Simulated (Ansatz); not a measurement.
# What (PbSe)1(SnTe)3 [001] superlattice, started as rocksalt type distorts into

Which phase does (PbSe)1(SnTe)3 [001] superlattice, started as rocksalt type fall into along its unstable mode, and how much energy does it gain?

Method: DFT PBE, scalar-relativistic, plane waves, PAW, in Ansatz 0.2.0.

This is a report of a sequence of runs, with most program output left out.

The structure was built from a prototype and need not be the compound's stable phase.

## Step 1: Set-up

Symmetry: P4/mmm, No. 123, tetragonal system. The conventional cell has a = 4.501 Å, b = 4.501 Å, c = 12.735 Å, α = 90.00°, β = 90.00°, γ = 90.00°. Nearest to Pb lie 4 Se at 3.18 Å and 2 Te at 3.21 Å. Nearest to Se lie 2 Sn at 3.09 Å and 4 Pb at 3.18 Å. Sn has 1 Se at 3.09 Å and 5 Te at 3.19 to 3.28 Å nearest. Sn has 6 Te at 3.15 to 3.18 Å nearest. Nearest to Te lie 5 Sn at 3.15 to 3.19 Å and 1 Pb at 3.21 Å. Te has 6 Sn at 3.18 to 3.28 Å nearest. Farther neighbours and most contacts between anions are not listed.

## Step 2: Modes at Γ

The cell comes from relaxations at this level that are not shown. The zone centre is the only wavevector solved here; it holds the modes that light can see, as far as symmetry allows. No field response is asked.

input.yaml reads:

```yaml
crystal:
  lattice:
    - [3.182615188, 3.182615188, 0.0]
    - [-3.182615188, 3.182615188, 0.0]
    - [0.0, 0.0, 12.7347911068]
  atoms:
    - { symbol: Pb, position: [0.0, 0.0, 0.0] }
    - { symbol: Se, position: [0.5, 0.5, 0.0] }
    - { symbol: Sn, position: [0.5, 0.5, 0.242651854] }
    - { symbol: Sn, position: [0.0, 0.0, 0.5] }
    - { symbol: Sn, position: [0.5, 0.5, 0.757348146] }
    - { symbol: Te, position: [0.0, 0.0, 0.252437425] }
    - { symbol: Te, position: [0.5, 0.5, 0.5] }
    - { symbol: Te, position: [0.0, 0.0, 0.747562575] }
kpoints:
  mp_grid: { grid: [8, 8, 4] }
hamiltonian:
  xc: pbe
scf:
  occupations: { method: gaussian, width: 0.01 }
output:
  eigenvalues: true
phonons:
  method: dfpt
```

Command:

```
$ ansatz run input.yaml --threads 8 --pin off --max-ram 14336MiB --backend cpu --events-out ev --progress --plain --runs-dir out
```

Wall time 3.5 min (8 threads of Arm Neoverse V2, shared host); peak memory 4.3 GiB; 27 min of CPU time.

Numbers from this step:

- gap on the k-mesh: 0.1523 eV
- volume per atom: 32.25 Å³
- sum-rule residual before enforcement: 2.23e-4 eV/Å²
- point group: 4/mmm
- highest optical mode at the zone centre (no LO-TO term): 104.7 cm⁻¹
- lowest optical zone-centre mode: -56.52 cm⁻¹

Without the LO-TO term. Patterns of degenerate modes are one choice out of their space. Modes at Γ, with each element's share of the kinetic energy (negative means imaginary):

```
mode  frequency (cm⁻¹)  symmetry  Pb %  Se %  Sn %  Te %
   1             -56.5       A2u     0    21    57    21
   2             -29.0        Eu    52    15     5    28
   3             -29.0        Eu    52    15     5    28
   4               0.0  acoustic    20     8    35    37
   5               0.0  acoustic    20     8    35    37
   6               0.0  acoustic    20     8    35    37
   7              25.3        Eu    19     3    69     9
   8              25.3        Eu    19     3    69     9
   9              30.6        Eg     0     0    61    39
  10              30.6        Eg     0     0    61    39
  11              32.2        Eu     8     0    70    22
  12              32.2        Eu     8     0    70    22
  13              49.0        Eu     1    73     7    19
  14              49.0        Eu     1    73     7    19
  15              49.6       A2u    37     8    36    19
  16              57.5        Eg     0     0    39    61
  17              57.5        Eg     0     0    39    61
  18              63.5        Eu     0     1    14    85
  19              63.5        Eu     0     1    14    85
  20              73.0       A2u    11     8     3    79
  21              77.1       A1g     0     0    89    11
  22              79.5       A2u    16    22    41    20
  23             102.7       A2u    16    33    28    23
  24             104.7       A1g     0     0    11    89
```

Displacements in mode 1 (-56.5 cm⁻¹), the largest set to 1:
```
Pb1  0.00  0.00  0.03
Se2  0.00  0.00 -1.00
Sn3  0.00  0.00  0.95
Sn4  0.00  0.00  0.05
Sn5  0.00  0.00  0.95
Te6  0.00  0.00 -0.28
Te7  0.00  0.00 -0.68
Te8  0.00  0.00 -0.28
```

Displacements in mode 2 (-29.0 cm⁻¹), the largest set to 1:
```
Pb1  1.00  0.01  0.00
Se2 -0.87 -0.01  0.00
Sn3  0.09  0.00  0.00
Sn4  0.38  0.00  0.00
Sn5  0.09  0.00  0.00
Te6 -0.58  0.00  0.00
Te7 -0.46  0.00  0.00
Te8 -0.58  0.00  0.00
```

Before it was imposed, the acoustic sum rule was missed by 2.2e-4 eV/Å². Small misses are needed for a sound result but don't prove that mesh and cutoff are converged. The lowest optical mode is imaginary, 56.5i cm⁻¹, so the energy falls along it.

## Step 3: The mode frozen in, largest atomic shift 0 Å

The mode followed lies at Γ with frequency 56.5i cm⁻¹, the softest among the wavevectors solved. At small amplitude the distorted cell has space group no. 99 by a symmetry search on the positions. The undistorted cell that holds it gives the zero of energy on the same k mesh.

input.yaml: that of step 2 with these lines changed.

```diff
@@ -21,4 +21,4 @@
 output:
+  forces: true
+  stress: true
   eigenvalues: true
-phonons:
-  method: dfpt
```

Wall time 5.1 s (8 threads); peak memory 1.4 GiB.

This step gave:

```yaml
pressure: -0.001803 GPa
energy_from_the_undistorted_cell: 0 meV/atom
```

The run ends at a pressure of 0.00 GPa, with forces up to 8.0e-4 eV/Å.

## Step 4: The mode frozen in, largest atomic shift 0.14 Å

The atoms are moved along the unstable eigenvector, the largest shift by 0.14 Å, with the cell fixed.

input.yaml, the sections that differ from step 3:

```yaml
crystal:
  lattice:
    - [3.182615188, 3.182615188, 0.0]
    - [-3.182615188, 3.182615188, 0.0]
    - [0.0, 0.0, 12.7347911068]
  atoms:
    - { symbol: Pb, position: [0.0, 0.0, -0.0002876359] }
    - { symbol: Se, position: [0.5, 0.5, 0.0109935058] }
    - { symbol: Sn, position: [0.5, 0.5, 0.2322596881] }
    - { symbol: Sn, position: [0.0, 0.0, 0.4994417562] }
    - { symbol: Sn, position: [0.5, 0.5, 0.7469559801] }
    - { symbol: Te, position: [0.0, 0.0, 0.2554703077] }
    - { symbol: Te, position: [0.5, 0.5, 0.5074530993] }
    - { symbol: Te, position: [0.0, 0.0, 0.7505954577] }
# kpoints, hamiltonian, scf, output: as in step 3
```

Elapsed: 8.9 s, on 8 threads; peak memory 1.4 GiB.

Numbers from this step:

- pressure: 0.3744 GPa
- gap on the k-mesh: 0.2376 eV
- energy from the undistorted cell: -1.82 meV/atom

The energy, extrapolated to zero smearing, is -1.82 meV/atom against the undistorted cell.

The run ends at a pressure of 0.37 GPa, with forces up to 0.11 eV/Å.

## Step 5: Energy along the mode, all amplitudes (two of the runs are shown above)

An imaginary frequency means negative curvature, so the energy should fall and then rise again as anharmonic terms take over.

Numbers from this step:

```yaml
depth_at_the_lowest_point_sampled: 1.82 meV/atom
largest_atomic_shift_at_that_point: 0.14 Å
```

Table of energy from the parent by largest atomic shift:

```
largest atomic shift (Å)  energy from the parent (meV/atom)
                  0.0000                                  0
                  0.0400                             -0.407
                  0.0800                              -1.33
                  0.1400                              -1.82
                  0.2200                               6.28
```

Displacement at unit largest shift by atom:

```
atom  x (Å)  y (Å)  z (Å)  size
 Pb1   0.00   0.00  -0.03  0.03
 Se2   0.00   0.00   1.00  1.00
 Sn3   0.00   0.00  -0.94  0.94
 Sn4   0.00   0.00  -0.05  0.05
 Sn5   0.00   0.00  -0.94  0.94
 Te6   0.00   0.00   0.28  0.28
 Te7   0.00   0.00   0.68  0.68
 Te8   0.00   0.00   0.28  0.28
```

The lowest of the steps tried is at 0.14 Å, 1.82 meV/atom below the parent; the bottom of the well need not coincide with a step.

## Step 6: Relaxing from the distorted cell

Starting from the lowest point found, all atoms and the cell are let go, so that strain and other modes of the same symmetry can join in.

input.yaml: that of step 4 with these lines changed.

```diff
@@ -24 +24,6 @@
   eigenvalues: true
+relax:
+  adjacent_minimum: "off"
+  f_tol: 0.002
+  max_steps: 120
+  cell: { stress_tol: 0.03 }
```

Wall time 96 s (8 threads); peak memory 1.4 GiB; 12 min of CPU time.

The steps of the relaxation:

```
step  energy less that of the first step (eV)  largest force component (eV/Å)  pressure (GPa)  volume (Å³)
   1                                   0.0000                          0.1068            0.37       257.98
   2                                  -0.0070                          0.0387           -0.13       261.06
   3                                  -0.0078                          0.0218           -0.01       260.35
   4                                  -0.0081                          0.0138            0.03       260.23
   5                                  -0.0082                          0.0175            0.00       260.82
   6                                  -0.0084                          0.0121           -0.01       260.81
   7                                  -0.0084                          0.0065            0.00       260.75
   8                                  -0.0084                          0.0026            0.00       260.76
   9                                  -0.0084                          0.0016            0.00       260.76
 10*                                  -0.0088                          0.0015            0.00       260.76
```

Relaxation steps marked * repeat the geometry before them on a plane-wave basis chosen anew for their cell, so energy and pressure can jump there.

The run keeps the 8 symmetry operations that it works with, so distortions that break them were not tested.

```
conventional cell, symmetrised  before   after  change
                         a (Å)   4.501   4.503  +0.1 %
                         b (Å)   4.501   4.503  +0.1 %
                         c (Å)  12.735  12.858  +1.0 %
              volume (Å³/atom)   32.25   32.60  +1.1 %
```

The atoms that moved most (Å, as changes of fractional coordinates times the final cell):

```
atom     dx     dy      dz  length
 Sn5  0.000  0.000  -0.043   0.043
 Te8  0.000  0.000   0.031   0.031
 Te6  0.000  0.000   0.026   0.026
 Sn4  0.000  0.000  -0.015   0.015
 Se2  0.000  0.000   0.008   0.008
 Te7  0.000  0.000  -0.006   0.006
 Sn3  0.000  0.000   0.005   0.005
```

Final coordinates:

```cif
data_structure
_symmetry_space_group_name_H-M 'P 1'
_symmetry_Int_Tables_number 1
_cell_length_a 4.5034
_cell_length_b 4.5034
_cell_length_c 12.8577
_cell_angle_alpha 90.000
_cell_angle_beta 90.000
_cell_angle_gamma 90.000
_cell_volume 260.76
loop_
_atom_site_label
_atom_site_type_symbol
_atom_site_fract_x
_atom_site_fract_y
_atom_site_fract_z
_atom_site_occupancy
Pb1 Pb 0.00000 0.00000 0.99937 1
Se2 Se 0.50000 0.50000 0.01159 1
Sn3 Sn 0.50000 0.50000 0.23268 1
Sn4 Sn 0.00000 0.00000 0.49824 1
Sn5 Sn 0.50000 0.50000 0.74358 1
Te6 Te 0.00000 0.00000 0.25749 1
Te7 Te 0.50000 0.50000 0.50697 1
Te8 Te 0.00000 0.00000 0.75297 1
```

Numbers from this step:

* pressure: -4.43e-4 GPa
* gap on the k-mesh: 0.2466 eV
* volume per atom: 32.60 Å³

The distorted start has space group P4mm; the relaxation ends in P4mm.

## Step 7: The new phase in its own primitive cell

The relaxed structure is symmetrised, reduced to its primitive cell and relaxed tightly, as its phonons need.

input.yaml, the sections that differ from step 6:

```yaml
crystal:
  lattice:
    - [4.5033890473, 0.0, 0.0]
    - [0.0, 4.5033890473, 0.0]
    - [0.0, 0.0, 12.8577251238]
  atoms:
    - { symbol: Pb, position: [0.0, 0.0, 0.9993672928] }
    - { symbol: Se, position: [0.5, 0.5, 0.0115940297] }
    - { symbol: Sn, position: [0.5, 0.5, 0.2326778252] }
    - { symbol: Sn, position: [0.0, 0.0, 0.4982402118] }
    - { symbol: Sn, position: [0.5, 0.5, 0.7435757172] }
    - { symbol: Te, position: [0.0, 0.0, 0.2574884889] }
    - { symbol: Te, position: [0.5, 0.5, 0.5069663669] }
    - { symbol: Te, position: [0.0, 0.0, 0.7529722264] }
relax:
  adjacent_minimum: "off"
  f_tol: 0.001
  max_steps: 60
  cell: { stress_tol: 0.01 }
# kpoints, hamiltonian, scf, output: as in step 6
```

Run time: 32 s. Hardware: 8 threads; peak memory 1.4 GiB; 4.1 min of CPU time.

Little changed from the start: no atom moved by 0.005 Å and no cell edge by 0.1 %.

Numbers from this step:

- pressure: 3.27e-4 GPa
- gap on the k-mesh: 0.2469 eV
- volume per atom: 32.59 Å³
- direct gap on mesh: 0.2469 eV

The largest force component left is 0.90 meV/Å and the pressure is 0.000 GPa, within the tolerances set. The cell now holds 32.59 Å³/atom.

## Step 8: Modes of the new phase

A relaxed structure may still be a saddle point, so its zone-centre modes are computed. No field response is asked.

input.yaml reads:

```yaml
crystal:
  lattice:
    - [4.5034014917, 0.0, 0.0]
    - [0.0, 4.5034014917, 0.0]
    - [0.0, 0.0, 12.8573651389]
  atoms:
    - { symbol: Pb, position: [0.0, 0.0, 0.999360507] }
    - { symbol: Se, position: [0.5, 0.5, 0.0115762512] }
    - { symbol: Sn, position: [0.5, 0.5, 0.2327056383] }
    - { symbol: Sn, position: [0.0, 0.0, 0.498236678] }
    - { symbol: Sn, position: [0.5, 0.5, 0.7435551902] }
    - { symbol: Te, position: [0.0, 0.0, 0.2575093648] }
    - { symbol: Te, position: [0.5, 0.5, 0.5069890102] }
    - { symbol: Te, position: [0.0, 0.0, 0.7529495192] }
kpoints:
  mp_grid: { grid: [8, 8, 4] }
hamiltonian:
  xc: pbe
scf:
  occupations: { method: gaussian, width: 0.01 }
output:
  eigenvalues: true
phonons:
  method: dfpt
```

The job ended after 6 min (8 threads; peak memory 4.9 GiB).

This step gave:

```yaml
sum_rule_residual_before_enforcement: 9.92e-5 eV/Å²
point_group: 4mm
highest_optical_mode_at_the_zone_centre_no_lo_to_term: 135.1 cm⁻¹
lowest_optical_zone_centre_mode: -19.52 cm⁻¹
```

Without the LO-TO term. Patterns of degenerate modes are one choice out of their space. The modes at Γ (shares of kinetic energy by element, %) (negative means imaginary):

```
mode  frequency (cm⁻¹)  symmetry  Pb %  Se %  Sn %  Te %
   1             -19.5         E    65    14     4    17
   2             -19.5         E    65    14     4    17
   3               0.0  acoustic    20     8    35    37
   4               0.0  acoustic    20     8    35    37
   5               0.0  acoustic    20     8    35    37
   6              24.2         E     9    12    52    27
   7              24.2         E     9    12    52    27
   8              28.2         E     1     0    67    32
   9              28.2         E     1     0    67    32
  10              41.4         E     4     3    67    26
  11              41.4         E     4     3    67    26
  12              48.7        A1    36     0    38    27
  13              51.0         E     0    57     5    38
  14              51.0         E     0    57     5    38
  15              56.2        A1     6    29    58     8
  16              61.6         E     1     6    49    44
  17              61.6         E     1     6    49    44
  18              65.0         E     0     0    20    80
  19              65.0         E     0     0    20    80
  20              65.9        A1     4     2    31    64
  21              76.4        A1    23     0    45    32
  22              93.8        A1     1    16    32    51
  23             108.7        A1    10     1    22    66
  24             135.1        A1     1    44    40    15
```

Displacements in mode 2 (-19.5 cm⁻¹), the largest set to 1:
```
Pb1  1.00  0.05  0.00
Se2 -0.74 -0.04  0.00
Sn3 -0.31 -0.02  0.00
Sn4  0.14  0.01  0.00
Sn5  0.03  0.00  0.00
Te6 -0.54 -0.03  0.00
Te7 -0.25 -0.01  0.00
Te8 -0.25 -0.01  0.00
```

Displacements in mode 24 (135.1 cm⁻¹), the largest set to 1:
```
Pb1  0.00  0.00 -0.07
Se2  0.00  0.00  1.00
Sn3  0.00  0.00 -0.61
Sn4  0.00  0.00  0.13
Sn5  0.00  0.00  0.46
Te6  0.00  0.00  0.06
Te7  0.00  0.00 -0.43
Te8  0.00  0.00 -0.12
```

Before it was imposed, the acoustic sum rule was missed by 9.9e-5 eV/Å². Small misses are needed for a sound result but don't prove that mesh and cutoff are converged. The lowest optical mode is imaginary, 19.5i cm⁻¹, so the energy falls along it.

## Step 9: The phases reached

The phases reached along the modes that were followed are set side by side.

Energies are those of the first relaxation, on the mesh of the frozen mode; space group, volume and gap are those of the last relaxation. Phases, by row:

```
         mode frozen in  space group  energy from parent (meV/atom)  volume (Å³/atom)  gap on mesh (eV)  lowest zone-centre optical mode (cm⁻¹)  largest shift (Å)
                 parent       P4/mmm                              0             32.25             0.152                                       –                  –
q = (0, 0, 0), 57i cm⁻¹         P4mm                          -2.92             32.59             0.247                                   -19.5              0.182
```

## Step 10: Results

```json
{"unstable mode of the parent": "q = (0, 0, 0), 56i cm⁻¹", "depth at the lowest point sampled": "1.82 meV/atom", "largest atomic shift at that point": "0.14 Å", "space group reached (within 0.01 Å)": "P4mm", "energy gained over the parent (first relaxation, on the mesh of the frozen mode)": "2.92 meV/atom", "volume per atom, phase reached": "32.6 Å³", "gap on the k-mesh, phase reached": "0.247 eV", "lowest optical zone-centre mode, phase reached": "-19.5 cm⁻¹", "highest optical mode at the zone centre (no LO-TO term), phase reached": "135 cm⁻¹"}
```

In words: Along this mode the structure falls into P4mm, 2.92 meV/atom below the parent. At the parent's cell the well is 1.82 meV/atom deep on the steps tried, with its lowest point at a shift of 0.14 Å. Relaxing atoms and cell changes the gain by +1.10 meV/atom against the lowest step (energies at zero smearing). The new phase still has an imaginary mode at the zone centre of its cell, so it is a saddle point on the way to a lower structure. Each path keeps the symmetry of its pattern, so a lower phase may lie along a pattern not tried. Spin-orbit coupling is left out, which can matter for the heavy elements here. The starting cell was built on a prototype and not taken from a measurement, so the phase need not exist.

[Logs are printed without paths, hosts, clocks, repeated set-up lines and the standing remarks that a program may print on its own settings, such as how far it seeks lower states.]

[Hosts, paths, dates, database ids (printed as entryN), source tags and the programs' standing remarks are cut or masked in the printed files.]
